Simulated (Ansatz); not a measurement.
# Glassy 47P2O5-53CaO (mol %) (83 atoms) in motion

Wanted: a short trajectory of glassy 47P2O5-53CaO (mol %) (83 atoms) with its pair distributions.

Main program and level: Ansatz 0.2.0; Kohn-Sham DFT, PBEsol, PAW (set soft_2), plane waves.

### Step 1. Starting point

The cell holds 83 atoms: 18 P, 10 Ca and 55 O. Cell: a = 10.750 Å, b = 10.750 Å, c = 10.750 Å, α = 90.0°, β = 90.0°, γ = 90.0°. 83 atoms (18 P, 10 Ca, 55 O) placed at random at 2.65 g/cm³, melted at 4000 K for 10 ps at fixed volume with the Morse and Coulomb pair potential with partial charges (Pedone, Malavasi, Menziani, Cormack and Segre, J. Phys. Chem. B 110, 11780 (2006)). Quenched from 4000 K to 300 K at 500 K/ps and fixed volume, held 10 ps at zero pressure.

Limits known from the start: The quench rate of 500 K/ps is many orders above laboratory rates, so the cell is likely richer in defects and strain than a real sample. The network of bonds at the start is that of the classical potential that made the cell. Only the Γ point is sampled, in a cell whose shortest periodic width is 11 Å.

### Step 2. Single point at the start

The forces at the start show how far the geometry lies from a minimum of this functional.

File input.yaml:

```yaml
crystal:
  lattice:
    - [10.74966, 0.0, 0.0]
    - [0.0, 10.74966, 0.0]
    - [0.0, 0.0, 10.74966]
  atoms:
    - { symbol: P, position: [0.93491, 0.56128, 0.40847] }
    - { symbol: P, position: [0.48537, 0.42684, 0.41994] }
    - { symbol: P, position: [0.5942, 0.22983, 0.81159] }
    - { symbol: P, position: [0.87103, 0.85774, 0.67844] }
    [... 73 atom lines left out ...]
    - { symbol: O, position: [0.47642, 0.28521, 0.74698] }
    - { symbol: O, position: [0.35552, 0.72076, 0.69252] }
    - { symbol: O, position: [0.25343, 0.15794, 0.30657] }
    - { symbol: O, position: [0.84225, 0.92142, 0.79978] }
    - { symbol: O, position: [0.91993, 0.27005, 0.08128] }
    - { symbol: O, position: [0.21139, 0.08904, 0.76964] }
kpoints:
  mp_grid: { grid: [1, 1, 1] }
hamiltonian:
  xc: pbesol
scf:
  occupations: { method: fixed }
output:
  forces: true
```

The run is started by

```bash
ansatz run input.yaml --threads 4 --pin off --max-ram 8192MiB --backend cpu --events-out ev --progress --plain --runs-dir out
```

It took 11 s on 4 threads of Arm Neoverse V2, shared host; peak memory 1.3 GiB.

Read from the output:

```
free energy            : -62162.5772 eV
free energy per atom   : -748.9467 eV/atom
SCF cycles             : 10
r.m.s. force component : 1.313 eV/Å
longest force          : 5.098 eV/Å
Fermi energy           : 4.03 eV
```

The r.m.s. force component of 1.3 eV/Å sets the starting point.

Neighbours are counted within 1.98 Å (O-P), 2.88 Å (O-Ca).

Length of the force by element and coordination:

```
element  coordination  atoms  mean length of the force (eV/Å)  spread  least   most
     Ca           all     10                             1.35   0.542  0.591   2.34
     Ca             4      4                             1.21   0.536  0.591   1.93
     Ca             5      4                             1.55   0.594  0.883   2.34
     Ca             6      2                             1.22   0.218   1.00   1.44
      O           all     55                             1.84    1.02  0.311   5.10
      O             1      1                            0.953       0  0.953  0.953
      O             2     43                             1.81   0.924  0.311   4.48
      O             3     11                             2.07    1.30  0.482   5.10
      P           all     18                             2.86   0.979   1.40   5.01
```

### Step 3. Dynamics started at 300 K

A Nosé–Hoover thermostat steers the temperature while disturbing the dynamics little. The time step is 1.0 fs.

Changes to input.yaml since step 2:

```diff
@@ -15 +15,8 @@
   forces: true
+md:
+  timestep: 1.0
+  n_steps: 280
+  ensemble: nvt_nose_hoover
+  temperature: 300
+  initial_velocities: maxwell_boltzmann
+  seed: 720
```

Run time: 30 min. Hardware: 4 threads; peak memory 1.4 GiB; 1.9 h of CPU time.

The program notes that it switched symmetry off.

Rows from the run:

```csv
time (fs),T (K),potential (meV/atom),conserved (meV/atom)
0.0,300,0.0,0.00
19.0,535,-31.3,-0.08
37.0,672,-53.3,-0.14
56.0,550,-46.1,-0.11
75.0,466,-41.9,-0.07
93.0,529,-54.8,-0.12
112.0,485,-55.2,-0.12
131.0,443,-56.0,-0.13
149.0,443,-61.3,-0.13
168.0,409,-62.8,-0.15
187.0,441,-72.2,-0.17
205.0,349,-64.8,-0.14
224.0,383,-73.5,-0.16
243.0,379,-77.4,-0.19
261.0,401,-84.1,-0.19
280.0,347,-81.3,-0.17
```

Mean square displacement from the first frame to the last: P 0.23 Å², Ca 0.43 Å², O 0.51 Å².

Table of mean square displacement by time lag:

| time lag (fs) | Ca (Å²) | O (Å²) | P (Å²) |
| --- | --- | --- | --- |
| 1.0 | 2.9e-5 | 6.9e-5 | 3.9e-5 |
| 6.0 | 0.00105 | 0.00242 | 0.00136 |
| 12.0 | 0.00419 | 0.00893 | 0.00486 |
| 18.0 | 0.00933 | 0.0178 | 0.00928 |
| 24.0 | 0.0163 | 0.0276 | 0.0137 |
| 29.0 | 0.0233 | 0.0363 | 0.0171 |
| 35.0 | 0.0328 | 0.0473 | 0.0210 |
| 41.0 | 0.0433 | 0.0589 | 0.0249 |
| 47.0 | 0.0544 | 0.0705 | 0.0288 |
| 53.0 | 0.0658 | 0.0820 | 0.0333 |
| 58.0 | 0.0755 | 0.0916 | 0.0378 |
| 64.0 | 0.0869 | 0.103 | 0.0439 |
| 70.0 | 0.0981 | 0.115 | 0.0505 |
| 76.0 | 0.109 | 0.127 | 0.0568 |
| 82.0 | 0.119 | 0.138 | 0.0627 |
| 87.0 | 0.127 | 0.147 | 0.0674 |
| 93.0 | 0.137 | 0.158 | 0.0729 |
| 99.0 | 0.146 | 0.168 | 0.0784 |
| 105.0 | 0.155 | 0.179 | 0.0840 |
| 111.0 | 0.163 | 0.190 | 0.0899 |
| 116.0 | 0.170 | 0.199 | 0.0949 |
| 122.0 | 0.178 | 0.209 | 0.101 |
| 128.0 | 0.187 | 0.219 | 0.107 |
| 134.0 | 0.195 | 0.228 | 0.112 |
| 140.0 | 0.203 | 0.236 | 0.118 |

Over the second half of 280 fs the temperature averages 399 K, falling from about 442 to 367 K (means over the first and last quarter of that half). The conserved energy stays within 0.19 meV/atom. From first frame to last O has the largest mean square displacement, 0.51 Å² at the end; the farthest move is 1.53 Å. The mean temperature of 399 K lies well off the 300 K of the input, so the thermostat hasn't yet brought the run to equilibrium. The count of bonds goes from 123 in the first frame to 129 in the last, by one set of cutoffs: 7 pairs passed out of them and 13 came within. The run spans 0.28 ps, too short for its means to be equilibrium values.

### Step 4. Structure statistics late in the run

The g(r) is a mean over the second half; what follows it is taken at the last frame.

Bonds before and after, by the cutoffs listed below:

```
pair  bonds before  bonds after  mean before (Å)  mean after (Å)  spread before (Å)  spread after (Å)
 O-P            72           72            1.529           1.570              0.044             0.083
O-Ca            51           57            2.475           2.467              0.191             0.217
```

Density 2.46 g/cm³, 14.97 Å³ an atom.

Mean of 14 frames. Pair distribution functions g(r), in bins of 0.2 Å:

| r (Å) | total | O-O | O-P | O-Ca | P-P | P-Ca | Ca-Ca |
| --- | --- | --- | --- | --- | --- | --- | --- |
| 1.40 | 1.00 | 0.00 | 3.48 | 0.00 | 0.00 | 0.00 | 0.00 |
| 1.60 | 3.07 | 0.00 | 10.68 | 0.00 | 0.00 | 0.00 | 0.00 |
| 1.80 | 0.17 | 0.00 | 0.59 | 0.00 | 0.00 | 0.00 | 0.00 |
| 2.00 | 0.02 | 0.00 | 0.01 | 0.14 | 0.00 | 0.00 | 0.00 |
| 2.20 | 0.48 | 0.00 | 0.00 | 3.00 | 0.00 | 0.00 | 0.00 |
| 2.40 | 1.18 | 1.67 | 0.00 | 2.79 | 0.00 | 0.00 | 0.00 |
| 2.60 | 1.89 | 3.79 | 0.00 | 1.39 | 0.00 | 0.00 | 0.00 |
| 2.80 | 0.43 | 0.64 | 0.08 | 0.67 | 0.46 | 0.00 | 0.00 |
| 3.00 | 0.76 | 0.86 | 0.23 | 0.55 | 4.16 | 0.59 | 0.00 |
| 3.20 | 0.73 | 0.90 | 0.57 | 0.42 | 0.97 | 1.10 | 0.00 |
| 3.40 | 1.00 | 0.90 | 1.12 | 0.74 | 0.15 | 3.02 | 0.00 |
| 3.60 | 1.03 | 0.73 | 1.34 | 0.62 | 0.28 | 3.71 | 1.26 |
| 3.80 | 0.90 | 0.78 | 1.20 | 0.70 | 0.47 | 1.30 | 0.91 |
| 4.00 | 1.18 | 0.86 | 1.81 | 0.97 | 0.58 | 1.20 | 2.15 |
| 4.20 | 1.08 | 0.87 | 1.28 | 1.38 | 0.70 | 1.06 | 1.33 |
| 4.40 | 1.00 | 0.88 | 0.93 | 1.33 | 1.11 | 0.84 | 2.52 |
| 4.60 | 1.11 | 1.11 | 0.82 | 1.74 | 1.29 | 0.67 | 1.06 |
| 4.80 | 1.19 | 1.27 | 0.85 | 1.59 | 1.60 | 0.72 | 1.19 |
| 5.00 | 1.01 | 1.07 | 0.88 | 1.03 | 1.16 | 0.95 | 1.11 |
| 5.20 | 0.96 | 1.05 | 0.91 | 0.83 | 1.08 | 0.90 | 0.23 |

Bonds by pair of elements; cutoffs follow the first minimum of g(r), held within bounds set by covalent radii, and pairs that aren't listed don't count as bonded:

| pair A-B | cutoff (Å) | bonds | mean length (Å) | spread (Å) | shortest (Å) | B about A | A about B |
| --- | --- | --- | --- | --- | --- | --- | --- |
| O-P | 2.11 | 72 | 1.57 | 0.083 | 1.46 | 1.31 | 4 |
| O-Ca | 3.12 | 57 | 2.47 | 0.217 | 2.19 | 1.04 | 5.7 |

How many atoms have how many bonded neighbours:

```csv
element,mean,2,3,4,5,6,7
Ca,5.7,0,0,1,3,4,2
O,2.35,36,19,0,0,0,0
P,4,0,0,18,0,0,0
```

Bond angles, per cent of each kind in bins of 5°:

| angle (°) | O-Ca-O | O-P-O | Ca-O-P | P-O-P | Ca-O-Ca |
| --- | --- | --- | --- | --- | --- |
| 45–50 | 0.7 | 0.0 | 0.0 | 0.0 | 0.0 |
| 50–55 | 0.7 | 0.0 | 0.0 | 0.0 | 0.0 |
| 55–60 | 2.9 | 0.0 | 0.0 | 0.0 | 0.0 |
| 60–65 | 2.9 | 0.0 | 0.0 | 0.0 | 0.0 |
| 65–70 | 7.2 | 0.0 | 0.0 | 0.0 | 0.0 |
| 70–75 | 5.8 | 0.0 | 0.0 | 0.0 | 0.0 |
| 75–80 | 8.7 | 0.0 | 0.0 | 0.0 | 0.0 |
| 80–85 | 5.8 | 0.0 | 3.3 | 0.0 | 6.2 |
| 85–90 | 10.1 | 0.9 | 0.0 | 0.0 | 0.0 |
| 90–95 | 5.1 | 0.9 | 10.0 | 0.0 | 12.5 |
| 95–100 | 4.3 | 8.3 | 1.7 | 0.0 | 18.8 |
| 100–105 | 2.2 | 19.4 | 5.0 | 0.0 | 18.8 |
| 105–110 | 6.5 | 28.7 | 0.0 | 0.0 | 6.2 |
| 110–115 | 6.5 | 18.5 | 6.7 | 0.0 | 6.2 |
| 115–120 | 2.9 | 17.6 | 3.3 | 11.8 | 6.2 |
| 120–125 | 4.3 | 4.6 | 5.0 | 11.8 | 18.8 |
| 125–130 | 2.9 | 0.9 | 11.7 | 17.6 | 0.0 |
| 130–135 | 3.6 | 0.0 | 11.7 | 17.6 | 6.2 |
| 135–140 | 2.9 | 0.0 | 6.7 | 17.6 | 0.0 |
| 140–145 | 2.9 | 0.0 | 8.3 | 5.9 | 0.0 |
| 145–150 | 2.9 | 0.0 | 3.3 | 5.9 | 0.0 |
| 150–155 | 0.7 | 0.0 | 11.7 | 0.0 | 0.0 |
| 155–160 | 2.2 | 0.0 | 3.3 | 5.9 | 0.0 |
| 160–165 | 4.3 | 0.0 | 1.7 | 5.9 | 0.0 |
| 165–170 | 0.7 | 0.0 | 5.0 | 0.0 | 0.0 |
| 170–175 | 0.0 | 0.0 | 1.7 | 0.0 | 0.0 |

Bond angles (no mean is given where the spread exceeds 20°):

| angle | count | mean (°) | spread (°) |
| --- | --- | --- | --- |
| O-Ca-O | 138 | - | - |
| O-P-O | 108 | 109 | 7 |
| Ca-O-P | 60 | - | - |
| P-O-P | 17 | 135 | 12.3 |
| Ca-O-Ca | 16 | 106 | 13.5 |

Oxygen atoms by the number of network formers (Si, P, Ge, B, Al, As, Ga) bound to them:

```
network formers bound to O  O atoms  per cent
                         0        0         0
                         1       38      69.1
                         2       17      30.9
```

Network units: each former by its oxygen neighbours and how many of them bridge to another former:

| former | O neighbours | bridging O | atoms |
| --- | --- | --- | --- |
| P | 4 | 1 | 5 |
| P | 4 | 2 | 10 |
| P | 4 | 3 | 3 |

Bond length by coordination (bonds to H left out):

```
element  coordination  atoms  mean bond length (Å)
     Ca             4      1                  2.38
     Ca             5      3                  2.46
     Ca             6      4                  2.46
     Ca             7      2                  2.50
      O             2     36                  1.82
      O             3     19                  2.15
```

For some of the pairs, g(r) has its first main peak near 2.5 Å (O-O), 1.6 Å (O-P), 2.3 Å (O-Ca) and 3.0 Å (P-P). By these cutoffs 40 % of Ca atoms have 6, 65 % of O atoms have 2 and all P atoms have 4 bonded neighbours. 31 % of the oxygens bridge two formers (P) and 69 % are non-bridging. The commonest P unit has 4 oxygens, 2 of them shared with other formers (10 of 18 atoms).

### Step 5. Single point at the last frame

The last frame is solved once more, with the analyses that the dynamics left out.

File input.yaml:

```yaml
crystal:
  lattice:
    - [10.74966, 0.0, 0.0]
    - [0.0, 10.74966, 0.0]
    - [0.0, 0.0, 10.74966]
  atoms:
    - { symbol: P, position: [0.95251, 0.54512, 0.40337] }
    - { symbol: P, position: [0.51406, 0.42905, 0.41741] }
    - { symbol: P, position: [0.55321, 0.23449, 0.80952] }
    - { symbol: P, position: [0.88296, 0.88854, 0.64586] }
    [... 73 atom lines left out ...]
    - { symbol: O, position: [0.42081, 0.29761, 0.75709] }
    - { symbol: O, position: [0.39126, 0.72683, 0.70573] }
    - { symbol: O, position: [0.28958, 0.19227, 0.28572] }
    - { symbol: O, position: [0.79096, 0.96064, 0.73428] }
    - { symbol: O, position: [0.8703, 0.20604, 0.11394] }
    - { symbol: O, position: [0.16542, 0.17116, 0.73408] }
kpoints:
  mp_grid: { grid: [1, 1, 1] }
hamiltonian:
  xc: pbesol
scf:
  occupations: { method: fixed }
output:
  forces: true
  stress: true
  populations: true
  dos:
    method: { smearing: { sigma: 0.08 } }
    de: 0.1
    projected: { site_lists: { Ca: [Ca], O: [O], P: [P] } }
  eigenvalues: true
  write_density: true
  write_potential: true
  volumetric_format: npy
  elf: true
```

The job ended after 20 s (4 threads; peak memory 1.4 GiB; 75 s of CPU time).

Read from the output:

| Quantity | Value |
| --- | --- |
| free energy | -62169.3231 eV |
| free energy per atom | -749.0280 eV/atom |
| SCF cycles | 10 |
| pressure | -3.38 GPa |
| r.m.s. force component | 0.8323 eV/Å |
| longest force | 3.098 eV/Å |
| Fermi energy | 2.93 eV |
| gap (highest filled to lowest empty level) | 4.276 eV |
| spilling of the projection | 0.01719 |

Neighbours are counted within 2.11 Å (O-P), 3.12 Å (O-Ca), the cutoffs taken from the dynamics.

Length of the force by element and coordination:

```
element  coordination  atoms  mean length of the force (eV/Å)  spread  least   most
     Ca           all     10                            0.538   0.198  0.317  0.966
     Ca             4      1                            0.380       0  0.380  0.380
     Ca             5      3                            0.717   0.217  0.437  0.966
     Ca             6      4                            0.511   0.150  0.317  0.665
     Ca             7      2                            0.404  0.0113  0.392  0.415
      O           all     55                             1.15   0.511  0.367   2.67
      O             2     36                             1.16    0.49  0.367   2.29
      O             3     19                             1.15   0.549  0.505   2.67
      P           all     18                             2.04   0.621  0.966   3.10
```

Density of states as counts of states in windows of 1 eV (from the Fermi level), total and the larger projections:

| from (eV) | to (eV) | total | O p | P p | O s |
| --- | --- | --- | --- | --- | --- |
| -18 | -17 | 39.1 | 1.3 | 7.1 | 27.8 |
| -17 | -16 | 6.6 | 0.2 | 1.1 | 4.7 |
| -16 | -12 | 0.0 | 0.0 | 0.0 | 0.0 |
| -12 | -11 | 6.0 | 3.4 | 0.8 | 0.8 |
| -11 | -10 | 5.6 | 3.3 | 0.8 | 0.7 |
| -10 | -9 | 8.2 | 4.9 | 1.4 | 0.9 |
| -9 | -8 | 7.8 | 4.9 | 1.6 | 0.6 |
| -8 | -7 | 6.2 | 4.0 | 1.3 | 0.5 |
| -7 | -6 | 13.0 | 8.4 | 1.1 | 2.2 |
| -6 | -5 | 33.1 | 23.1 | 3.8 | 4.3 |
| -5 | -4 | 47.0 | 36.1 | 5.0 | 4.0 |
| -4 | -3 | 38.1 | 33.0 | 2.0 | 1.5 |
| -3 | -2 | 52.0 | 47.8 | 1.5 | 0.5 |
| -2 | -1 | 58.7 | 55.1 | 1.5 | 0.4 |
| -1 | 0 | 52.6 | 50.6 | 0.5 | 0.2 |
| 0 | 1 | 1.7 | 1.6 | 0.0 | 0.0 |
| 1 | 4 | 0.0 | 0.0 | 0.0 | 0.0 |
| 4 | 5 | 2.0 | 0.1 | 0.0 | 0.4 |

The curve was stored every 0.10 eV, coarse against its broadening of 0.08 eV, so these counts are rough.

With fixed occupations the program's Fermi level is the highest filled level; weight inside the gap is the broadening of levels at its edges.

Between -26 and -18 eV lie 124 more states.

The levels nearest the highest filled one (over half full), pooled over k-points and spins:

```csv
level less the highest filled one (eV),occupation
-0.399,2
-0.366,2
-0.302,2
-0.181,2
-0.152,2
0,2
4.28,0
5.26,0
5.40,0
5.55,0
5.62,0
5.67,0
```

### Step 6. Outcome

```
mean temperature, second half                                : 398.8 K
temperature swing, second half                               : 37.16 K
slope of the conserved energy against time, by least squares : -0.3909 meV/atom/ps
free energy per atom                                         : -749.0280 eV/atom
pressure                                                     : -3.38 GPa
r.m.s. force component                                       : 0.8323 eV/Å
gap (highest filled to lowest empty level)             : 4.276 eV
wall time of the 3 DFT runs                                  : 30 min
```

What this shows: Over the second half of 280 fs the temperature averages 399 K, falling from about 442 to 367 K (means over the first and last quarter of that half). The conserved energy stays within 0.19 meV/atom. The mean temperature of 399 K lies well off the 300 K of the input, so the thermostat hasn't yet brought the run to equilibrium. The count of bonds goes from 123 in the first frame to 129 in the last, by one set of cutoffs: 7 pairs passed out of them and 13 came within. The run spans 0.28 ps, too short for its means to be equilibrium values. By these cutoffs 40 % of Ca atoms have 6, 65 % of O atoms have 2 and all P atoms have 4 bonded neighbours. 31 % of the oxygens bridge two formers (P) and 69 % are non-bridging.

Between filled and empty levels lie 4.28 eV (at Γ alone); a semilocal functional tends to put such gaps too low. In a disordered cell it changes from sample to sample, and tail or defect levels can set it.

What to keep in mind: The network of bonds at the start is that of the classical potential that made the cell; in DFT 7 of its 123 bonded pairs passed out of the cutoffs and 13 came within them. The pressure of -3.4 GPa is that of one thermal frame at a volume set beforehand, without the kinetic term.

[Logs are printed without paths, hosts, clocks, repeated set-up lines and the standing remarks that a program may print on its own settings, such as how far it seeks lower states.]

[Hosts, paths, dates, database ids (printed as entryN), source tags and the programs' standing remarks are cut or masked in the printed files.]
